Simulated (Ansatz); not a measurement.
# ZnIn2 (built on the sites of a database entry of MgB2): a soft mode frozen in

Wanted: the energy along a soft mode of ZnIn2 (built on the sites of a database entry of MgB2) and the structure at the end.

Method: DFT PBEsol, scalar-relativistic, plane waves, norm-conserving pseudopotentials, in Ansatz 0.2.0.

The structure was built from a prototype and need not be the compound's stable phase.

**1. Set-up**

Symmetry: P6/mmm, No. 191, hexagonal system. Conventional cell: a = 5.149 Å, b = 5.149 Å, c = 2.990 Å, α = 90.00°, β = 90.00°, γ = 120.00°. Nearest to Zn lie 2 Zn at 2.99 Å and 12 In at 3.33 Å. Nearest to In lie 5 In at 2.97 to 2.99 Å and 6 Zn at 3.33 Å. Farther neighbours are not listed.

**2. The dispersion**

The cell comes from relaxations at this level that are not shown. The mesh has a single point along some directions, so zone-edge points there are not solved. Linear response on a 1×1×2 q mesh gives force constants as far as a supercell of that size would.

Input file input.yaml:

```yaml
crystal:
  lattice:
    - [5.149492037, 4.0657e-06, 0.0]
    - [-2.5747495395, 4.4595888878, 0.0]
    - [0.0, 0.0, 2.9900494017]
  atoms:
    - { symbol: Zn, position: [0.0, 0.0, 0.0] }
    - { symbol: In, position: [0.3333333333, 0.6666666667, 0.5] }
    - { symbol: In, position: [0.6666666667, 0.3333333333, 0.5] }
kpoints:
  mp_grid: { grid: [12, 12, 16] }
hamiltonian:
  xc: pbesol
  pseudopotentials: { kind: nc }
scf:
  occupations: { method: methfessel_paxton, width: 0.2 }
output:
  eigenvalues: true
phonons:
  method: dfpt
  qmesh: [1, 1, 2]
  temperatures: { t_max: 1000, t_step: 50 }
  qpath:
    path:
      - [[0.0, 0.0, 0.0], [0.5, 0.0, 0.0], [0.33333333, 0.33333333, 0.0], [0.0, 0.0, 0.0], [0.0, 0.0, 0.5], [0.5, 0.0, 0.5], [0.33333333, 0.33333333, 0.5], [0.0, 0.0, 0.5]]
      - [[0.5, 0.0, 0.5], [0.5, 0.0, 0.0]]
      - [[0.33333333, 0.33333333, 0.5], [0.33333333, 0.33333333, 0.0]]
    npoints: 10
```

Command:

```console
$ ansatz run input.yaml --threads 8 --pin off --max-ram 14336MiB --backend cpu --events-out ev --progress --plain --runs-dir out
```

Numbers of over 12 decimals in the logs are rounded to 6 here.

The log of the run:

```text
Warning: phonons: the dynamical matrix that this run interpolates holds no multipole term above the dipole-dipole one, and a site of this crystal is no centre of inversion, so its interpolated transverse optical and acoustic branches and sound speeds can stay off near Gamma, and the density of states and the thermodynamics with them. What a run solves at a wave vector of phonons.qpoints, Gamma apart, where the deck admits one, is free of this, and under fd what a larger phonons.supercell samples
Engine: ansatz 0.2.0, aarch64-unknown-linux-gnu
Pseudopotentials: kind: nc
Pseudopotential: Zn, nc, valence charge 20, recommended cutoff 1142.878222 eV (normal), Zn.nc.azcp (PseudoDojo's, or run here from an input of PseudoDojo's: the run reads no file of this project's for it)
Pseudopotential: In, nc, valence charge 13, recommended cutoff 952.398519 eV (normal), In.nc.azcp (PseudoDojo's, or run here from an input of PseudoDojo's: the run reads no file of this project's for it)
Functional definition: PBEsol
  exchange = pbesol_x
  correlation = pbesol_c
Crystal: 3 atoms, lattice volume = 68.665 Å³
Basis set: ecut = 1142.878222 eV, 6035 PW (Γ), exchange–correlation on 120×120×72 points (8 copies of the dense FFT grid, shifted against one another)
Bands: 28, of which v1, the nominal top of the filled ones, is band 23 counted from 1 (22 counted from 0)
Symmetry: 24 space group operations
k-points: 171 of 2304
Non-local potential: Zn, projectors of the file, l = 0: 2, l = 1: 2, l = 2: 2
Non-local potential: In, projectors of the file, l = 0: 2, l = 1: 2, l = 2: 2
Initial density: superposition of atomic densities (chi_scale 0.1, normalization cell, long waves kept (reshape's long-wave potential 0.00 eV rms))
Initial wavefunctions: pseudopotential atomic-orbital guess
Functional: x = pbesol(κ = 0.804, μ = 0.123457), c = pbesol(β = 0.046)
SCF iter   1: F=—  HF=-9292.566672 eV  |F-HF|=—  |Δ(HF+E_count)|=         —  Δρ=2.07e-2  dr2=3.52e-1  ethr=3.10e-3  ⟨swp⟩=5.2  Hψ=18474  notcnv=0
preconditioner: auto → Kerker (q_TF=auto, 2.552 Å⁻¹)  [metal: Δε(μ)=0.009 eV  Ē_g=13.606 eV  σ=0.200 eV  W_gap=0.04  n_scr=26 (ndim 8)  ℏωp=27.6 eV  f_vac=0.000  D(μ)=1.05/eV (n_scr^D=6)]
SCF iter   2: F=—  HF=-9292.473497 eV  |F-HF|=—  |Δ(HF+E_count)|=   9.32e-2  S|Δr|=    0.00e0  Δρ=1.22e-2  dr2=1.24e-1  ethr=7.65e-4  ⟨swp⟩=1.0  Hψ=6176  notcnv=0
SCF iter   3: F=—  HF=-9292.437208 eV  |F-HF|=—  |Δ(HF+E_count)|=   3.63e-2  S|Δr|=    0.00e0  Δρ=3.91e-3  dr2=4.97e-3  ethr=2.70e-4  ⟨swp⟩=2.2  Hψ=6896  notcnv=0  defer=1
SCF iter   4: F=—  HF=-9292.437322 eV  |F-HF|=—  |Δ(HF+E_count)|=   1.14e-4  S|Δr|=    0.00e0  Δρ=2.19e-3  dr2=1.50e-3  ethr=1.08e-5  ⟨swp⟩=2.2  Hψ=7892  notcnv=0  defer=3
SCF iter   5: F=—  HF=-9292.436861 eV  |F-HF|=—  |Δ(HF+E_count)|=   4.61e-4  S|Δr|=    0.00e0  Δρ=6.24e-4  dr2=1.00e-4  ethr=3.27e-6  ⟨swp⟩=2.4  Hψ=8325  notcnv=0  defer=4
SCF iter   6: F=—  HF=-9292.436854 eV  |F-HF|=—  |Δ(HF+E_count)|=   7.43e-6  S|Δr|=    0.00e0  Δρ=2.69e-4  dr2=2.75e-5  ethr=2.18e-7  ⟨swp⟩=2.6  Hψ=8372  notcnv=0  defer=4
SCF iter   7: F=—  HF=-9292.436842 eV  |F-HF|=—  |Δ(HF+E_count)|=   1.17e-5  S|Δr|=    0.00e0  Δρ=5.98e-5  dr2=1.56e-6  ethr=5.97e-8  ⟨swp⟩=2.1  Hψ=7588  notcnv=0  defer=4
SCF iter   8: F=—  HF=-9292.436579 eV  |F-HF|=—  |Δ(HF+E_count)|=   2.63e-4  S|Δr|=    0.00e0  Δρ=2.14e-5  dr2=1.88e-7  ethr=3.40e-9  ⟨swp⟩=3.3  Hψ=11740  notcnv=0  defer=8
SCF iter   9: F=—  HF=-9292.436579 eV  |F-HF|=—  |Δ(HF+E_count)|=   7.31e-8  S|Δr|=    0.00e0  Δρ=3.76e-6  dr2=2.98e-9  ethr=4.09e-10  ⟨swp⟩=2.0  Hψ=8659  notcnv=0  defer=8
SCF iter  10: F=—  HF=-9292.436579 eV  |F-HF|=—  |Δ(HF+E_count)|=  2.58e-10  S|Δr|=    0.00e0  Δρ=1.63e-6  dr2=8.23e-10  ethr=6.47e-12  ⟨swp⟩=3.1  Hψ=9333  notcnv=0  defer=8
SCF iter  11: F=—  HF=-9292.436579 eV  |F-HF|=—  |Δ(HF+E_count)|=  2.93e-10  S|Δr|=    0.00e0  Δρ=3.43e-7  dr2=4.17e-11  ethr=1.79e-12  ⟨swp⟩=2.0  Hψ=8278  notcnv=0  defer=8
SCF iter  12: F=-9292.436579 eV  HF=-9292.436579 eV  |F-HF|=3.64e-12  |Δ(HF+E_count)|=  1.27e-11  S|Δr|=    0.00e0  Δρ=3.19e-8  dr2=4.11e-13  ethr=1.00e-12  ⟨swp⟩=12.6  Hψ=33048  notcnv=0
SCF 1 converged in 12 iterations: F = -9292.436579 eV  dr2 = 4.11e-13
Initial density: read from a saved state, or passed on in memory by an earlier SCF of this step, an earlier step, the calling program or the single point that the run made first
iter 1 solved again at ethr=7.65e-8 eV; its pass at ethr=3.10e-3 eV (dr2=3.52e-5 eV) is discarded
SCF iter   1: F=—  HF=-9292.436839 eV  |F-HF|=—  |Δ(HF+E_count)|=         —  Δρ=2.47e-6  dr2=7.89e-10  ethr=7.65e-8  ⟨swp⟩=5.6  Hψ=41295  notcnv=0
eigensolver tolerance schedule: the retry pair's looser diagonalisation over-reported the residual by 44561.49 of it (diagonalisation noise at an unbounded share of the residual, at the tolerance the schedule requests for it); recorded, not acted on — ethr = c·dr2/N_el stays at c = 1.0e-1
preconditioner: auto → Kerker (q_TF=auto, 2.552 Å⁻¹)  [metal: Δε(μ)=0.004 eV  Ē_g=14.007 eV  σ=0.200 eV  W_gap=0.02  n_scr=26 (ndim 8)  ℏωp=27.6 eV  f_vac=0.000  D(μ)=1.05/eV (n_scr^D=6)]
SCF iter   2: F=—  HF=-9292.436579 eV  |F-HF|=—  |Δ(HF+E_count)|=   2.60e-4  S|Δr|=    0.00e0  Δρ=1.57e-6  dr2=3.54e-10  ethr=1.72e-12  ⟨swp⟩=5.8  Hψ=18776  notcnv=0
SCF iter   3: F=—  HF=-9292.436579 eV  |F-HF|=—  |Δ(HF+E_count)|=  8.37e-11  S|Δr|=    0.00e0  Δρ=8.76e-7  dr2=9.37e-11  ethr=1.00e-12  ⟨swp⟩=2.1  Hψ=5980  notcnv=0
SCF iter   4: F=—  HF=-9292.436579 eV  |F-HF|=—  |Δ(HF+E_count)|=  2.18e-11  S|Δr|=    0.00e0  Δρ=5.47e-7  dr2=3.72e-11  ethr=1.00e-12  ⟨swp⟩=1.0  Hψ=4788  notcnv=0
SCF iter   5: F=—  HF=-9292.436579 eV  |F-HF|=—  |Δ(HF+E_count)|=  5.46e-12  S|Δr|=    0.00e0  Δρ=3.36e-7  dr2=1.40e-11  ethr=1.00e-12  ⟨swp⟩=1.0  Hψ=4789  notcnv=0
SCF iter   6: F=—  HF=-9292.436579 eV  |F-HF|=—  |Δ(HF+E_count)|=  1.82e-12  S|Δr|=    0.00e0  Δρ=2.99e-7  dr2=1.16e-11  ethr=1.00e-12  ⟨swp⟩=5.6  Hψ=13774  notcnv=0
SCF iter   7: F=-9292.436579 eV  HF=-9292.436579 eV  |F-HF|=5.46e-12  |Δ(HF+E_count)|=    0.00e0  S|Δr|=    0.00e0  Δρ=2.40e-7  dr2=7.51e-12  ethr=1.00e-12  ⟨swp⟩=2.0  Hψ=8517  notcnv=0
SCF 2 converged in 7 iterations: F = -9292.436579 eV  dr2 = 7.51e-12
phonons: the bands overlap, so this run is a metal and interpolates without the dipole-dipole term. If the crystal is really an insulator or semiconductor, its LO-TO splitting is missing
NSCF: frozen V_eff on 171 k-points
WARN: eigensolver did not converge (k=57): 1 band(s) unlocked after 2 eigensolves, warm-restarted (20 sweeps on the last) at ethr=2.09e-12 eV (storage-precision floor; scheduled 1.00e-12 eV) (lowest unlocked band 27, counted from 0; max residual 1.10e-5 eV among the unlocked bands, 1.10e-5 eV over every band; other slots of this pass that fall short are told together in one closing line; warning suppressed until the next SCF loop or pass starts)
WARN: eigensolver did not converge in 2 slots of this pass, the one above among them; of largest residual over every band (k=65): 1 band(s) unlocked (lowest unlocked band 27, counted from 0; max residual 8.73e-4 eV among the unlocked bands, 8.73e-4 eV over every band); of lowest unlocked band (k=57): band 27
NSCF: frozen V_eff on 666 k-points
DFPT response loops at q = (0, 0, 0) (fractional): preconditioner auto → Kerker (q_TF=auto, 2.552 Å⁻¹) (partly filled bands, converged f_vac=0.000); β = 1.00, the filter's whole step (`scf.mixing.beta` (0.50) is not read by the response loops under this deck's `scf.mixing.preconditioner`; to damp them name `kerker` or `kerker_dos`, under which they read `scf.mixing.beta`, and type it under 1.00, their step now; both keys bind the ground state too); Broyden in place of MSR1
NSCF: frozen V_eff on 1332 k-points
DFPT response loops at q = (0, 0, -0.5) (fractional): mixed as the last ones told, above
SCF converged after 12 iterations
Stability not checked: this state was not tested for a lower state beside it, because cold or Methfessel-Paxton smearing, or corrected tetrahedra, fill the levels in a way that the test cannot read (fill_not_monotonic; see scf.lower_state_search)
Free energy (F): -9292.436579 eV
Harris-Foulkes:  -9292.436579 eV  (|F-HF|=3.64e-12)
Internal energy: -9292.438849 eV  (E = F + TS)
E sigma→0 (E₀):  -9292.437146 eV
Entropy (-TS):   0.002270 eV (0.757 meV/atom)
Fermi energy:    11.068458 eV
--- Per-component energies (eV) ---
  E_band       = -613.288244
  E_kinetic    = 4778.528385
  E_local      = -8046.395694  (includes V_loc(G=0)·N_el)
  E_nonlocal   = -2102.541718
  E_hartree    = 3034.246730
  E_xc         = -1683.643472
  E_vxc        = -1311.372739  (∫ρ·V_xc dr)
  E_ewald      = -5272.633080
  E_smearing   = 0.002270  (= −TS)
  E_closure    = -0.000000  (closes the sum)
  Σ components = -9292.436579   (vs F -9292.436579, Δ=0.00e0)
--- Band table (eV; the first three rows and the last of 171) ---
  k-point 0: bands = [... 19 lower, 4.3088, 8.5483, 9.5511, 10.0059, 10.0059, 10.7854, 10.7854, 18.2153, ... 1 higher]
  k-point 1: bands = [... 19 lower, 4.2981, 8.6060, 9.6025, 10.0771, 10.0771, 10.8629, 10.8629, 17.2697, ... 1 higher]
  k-point 2: bands = [... 19 lower, 4.2681, 8.7814, 9.7575, 10.2883, 10.2883, 11.0930, 11.0930, 15.5812, ... 1 higher]
  k-point 170: bands = [... 19 lower, 8.0868, 8.0868, 9.1058, 9.1377, 9.1377, 9.9716, 15.7627, 16.9085, ... 1 higher]
--- Phonons (Γ-DFPT): 4 representative perturbations + reference (Σ response iterations 11) ---
  ASR residual: 2.627e-4 → 0.000e0 eV/Å²; symmetrization residual: 1.318e-4 eV/Å²
  ASR residual per site (eV/Å²): 2.63e-4 1.74e-4 1.74e-4
  Γ frequencies (cm⁻¹): -35.37 -25.41 0.00 0.00 0.00 59.98 59.98 122.53 122.53
--- Phonons (arbitrary-q DFPT): 2 irreducible q on the 1×1×2 mesh ---
  q = [0.0000, 0.0000, 0.0000] (star 1, of the zone-centre solve; hermiticity 7.90e-5, symmetrization 1.26e-6): -35.37 -25.41 -0.00 -0.00 -0.00 59.98 59.98 122.53 122.53
  q = [0.0000, 0.0000, -0.5000] (star 1, 4 solved perturbations in 1674 linear systems a pass and spin channel, the states on 666 of 2304 k-point pairs; hermiticity 1.38e-7, symmetrization 8.24e-8, the responses' own estimated error 1.2e-4 eV/Å²): -30.02 -30.02 41.49 41.49 57.35 106.91 106.91 127.02 147.35
  sum rule: each row above includes the acoustic sum rule's correction from the zone centre's row sums; it moved no ω² by more than (1.05 cm⁻¹)²
  mesh force constants: q→R imaginary residual 0.00e0; ASR residual 2.627e-4 → 0.000e0 eV/Å²; symmetrization residual 5.329e-15 eV/Å²
  interpolated dispersion: 93 rows × 9 modes
  density of states and harmonic sums: on the 14×14×22 q-mesh, interpolated from the force constants of a 1×1×2 supercell (no non-analytic term)
  largest difference from the sums on the solved wave vectors: F 7.39e-1 eV, S 9.92e-4 and C_V 2.54e-4 eV/K
  zero-point energy: 0.036939 eV/cell   skipped modes (ω ≤ 0): 218, of them read as no rigid motion or as one in doubt: 215 (5.619e-1 modes/cell left out, lowest -35.37 cm⁻¹)   left out of the sums: 6.25e-2 of the cell's modes: C_V's classical limit lies that fraction below 3 k_B per atom; for a crystal, a wire or a layer, F and S can be off by more, and a phonons.interpolated_qmesh denser along its periods is the remedy for the sampling
```

Wall time 5.1 min (8 threads of Arm Neoverse V2, shared host); peak memory 9.1 GiB; 39 min of CPU time.

Reading the cycles: dr2 is the Hartree energy of the density residual (eV), the measure of convergence; HF is the Harris–Foulkes estimate of the energy, which meets the free energy F at convergence.

Numbers from this step:

```yaml
volume_per_atom: 22.89 Å³
gap_on_the_k_mesh: 0 eV
sum_rule_residual_before_enforcement: 2.63e-4 eV/Å²
point_group: 6/mmm
highest_optical_mode_at_the_zone_centre_no_lo_to_term: 122.5 cm⁻¹
lowest_optical_zone_centre_mode: -35.37 cm⁻¹
lowest_mode_on_the_q_mesh_acoustic_modes_at_gamma_apart: -35.37 cm⁻¹
highest_frequency_at_a_solved_wavevector_no_lo_to_term_at_gamma: 147.3 cm⁻¹
```

Frequencies (cm⁻¹) solved at each irreducible wavevector; negative means imaginary. Frequencies by wavevector, by row:

| q in reciprocal lattice units | star | mode 1 | mode 2 | mode 3 | mode 4 | mode 5 | mode 6 | mode 7 | mode 8 | mode 9 |
| --- | --- | --- | --- | --- | --- | --- | --- | --- | --- | --- |
| 0 0 0 | 1 | -35.4 | -25.4 | 0 | 0 | 0 | 60 | 60 | 122.5 | 122.5 |
| 0 0 -0.5 | 1 | -30 | -30 | 41.5 | 41.5 | 57.4 | 106.9 | 106.9 | 127 | 147.3 |

Symmetry leaves 2 wavevectors to solve. The lowest mode among them, the acoustic zeros apart, lies at Γ and is imaginary, 35.4i cm⁻¹, so the energy falls along it.

**3. The mode frozen in, largest atomic shift 0 Å**

The mode followed lies at Γ with frequency 35.4i cm⁻¹, the softest among the wavevectors solved. At small amplitude the distorted cell has space group no. 164 by a symmetry search on the positions. The undistorted cell that holds it gives the zero of energy on the same k mesh.

input.yaml, the sections that differ from step 2:

```yaml
output:
  forces: true
  stress: true
  eigenvalues: true
# crystal, kpoints, hamiltonian, scf: as in step 2
# phonons: removed
```

The log of the run:

```text
[...]
Crystal: 3 atoms, lattice volume = 68.665 Å³
Basis set: ecut = 1142.878222 eV, 6035 PW (Γ), exchange–correlation on 120×120×72 points (8 copies of the dense FFT grid, shifted against one another)
Bands: 28, of which v1, the nominal top of the filled ones, is band 23 counted from 1 (22 counted from 0)
Symmetry: 24 space group operations
[...]
k-points: 171 of 2304
[...]
k-point 0: bands = [... 19 lower, 4.3088, 8.5483, 9.5511, 10.0059, 10.0059, 10.7854, 10.7854, 18.2153, ... 1 higher]
  k-point 1: bands = [... 19 lower, 4.2981, 8.6060, 9.6025, 10.0771, 10.0771, 10.8629, 10.8629, 17.2697, ... 1 higher]
  k-point 2: bands = [... 19 lower, 4.2682, 8.7814, 9.7576, 10.2883, 10.2883, 11.0930, 11.0930, 15.5812, ... 1 higher]
  k-point 170: bands = [... 19 lower, 8.0868, 8.0868, 9.1058, 9.1377, 9.1377, 9.9716, 15.7627, 16.9085, ... 1 higher]
[key lines of the parts left out:]
SCF converged after 9 iterations
Free energy (F): -9292.436579 eV
Fermi energy:    11.068462 eV
P = ⅓ Tr σ = 0.0022 GPa (0.022 kbar)
```

Elapsed: 6.9 s, on 8 threads; peak memory 1.2 GiB.

This step gave:

| Item | Value |
| --- | --- |
| pressure | 0.002153 GPa |
| energy from the undistorted cell | 0 meV/atom |

The run ends at a pressure of 0.00 GPa.

**4. The mode frozen in, largest atomic shift 0.6 Å**

The atoms are moved along the unstable eigenvector, the largest shift by 0.6 Å, with the cell fixed.

input.yaml, the sections that differ from step 3:

```yaml
crystal:
  lattice:
    - [5.149492037, 4.0657e-06, 0.0]
    - [-2.5747495395, 4.4595888878, 0.0]
    - [0.0, 0.0, 2.9900494017]
  atoms:
    - { symbol: Zn, position: [0.0, 0.0, 0.0] }
    - { symbol: In, position: [0.3333333333, 0.6666666667, 0.7006655809] }
    - { symbol: In, position: [0.6666666667, 0.3333333333, 0.2993344191] }
# kpoints, hamiltonian, scf, output: as in step 3
```

The log of the run:

```text
[...]
Crystal: 3 atoms, lattice volume = 68.665 Å³
Basis set: ecut = 1142.878222 eV, 6035 PW (Γ), exchange–correlation on 120×120×72 points (8 copies of the dense FFT grid, shifted against one another)
Bands: 28, of which v1, the nominal top of the filled ones, is band 23 counted from 1 (22 counted from 0)
Symmetry: 12 space group operations
[...]
k-points: 255 of 2304
[...]
k-point 0: bands = [... 19 lower, 4.2876, 8.4523, 9.6253, 10.0638, 10.0638, 10.7406, 10.7406, 18.9855, ... 1 higher]
  k-point 1: bands = [... 19 lower, 4.2773, 8.5074, 9.6787, 10.1400, 10.1400, 10.8140, 10.8140, 17.5433, ... 1 higher]
  k-point 2: bands = [... 19 lower, 4.2486, 8.6743, 9.8406, 10.3664, 10.3664, 11.0315, 11.0315, 15.6796, ... 1 higher]
  k-point 254: bands = [... 19 lower, 8.5085, 8.5085, 8.6891, 8.6891, 9.4544, 9.8114, 15.9713, 15.9713, ... 1 higher]
[key lines of the parts left out:]
SCF converged after 9 iterations
Free energy (F): -9292.551560 eV
Fermi energy:    11.090382 eV
P = ⅓ Tr σ = -0.5890 GPa (-5.890 kbar)
```

Wall time 10 s (8 threads); peak memory 1.5 GiB; 78 s of CPU time.

Numbers from this step:

* pressure: -0.5890 GPa
* energy from the undistorted cell: -38.20 meV/atom

The energy, extrapolated to zero smearing, is -38.20 meV/atom against the undistorted cell.

The run ends at a pressure of -0.59 GPa, with forces up to 0.084 eV/Å.

**5. Energy along the mode, all amplitudes (two of the runs are shown above)**

An imaginary frequency means negative curvature, so the energy should fall and then rise again as anharmonic terms take over.

Numbers from this step:

```
depth at the lowest point sampled  : 38.20 meV/atom
largest atomic shift at that point : 0.6 Å
```

Table of energy from the parent by largest atomic shift:

```
largest atomic shift (Å)  energy from the parent (meV/atom)
                   0.000                                  0
                   0.040                             -0.278
                   0.080                              -1.11
                   0.140                              -3.35
                   0.220                              -8.02
                   0.320                              -16.0
                   0.450                              -27.5
                   0.600                              -38.2
```

Displacement at unit largest shift by atom:

```
atom  x (Å)  y (Å)  z (Å)  size
 Zn1   0.00   0.00   0.00  0.00
 In2   0.00   0.00   1.00  1.00
 In3   0.00   0.00  -1.00  1.00
```

The lowest of the steps tried is the last one, at 0.6 Å, 38.2 meV/atom below the parent; the bottom of the well need not coincide with a step.

(Continued in part 2 of 3.)

[Logs are printed without paths, hosts, clocks, repeated set-up lines and the standing remarks that a program may print on its own settings, such as how far it seeks lower states.]

[Hosts, paths, dates, database ids (printed as entryN), source tags and the programs' standing remarks are cut or masked in the printed files.]
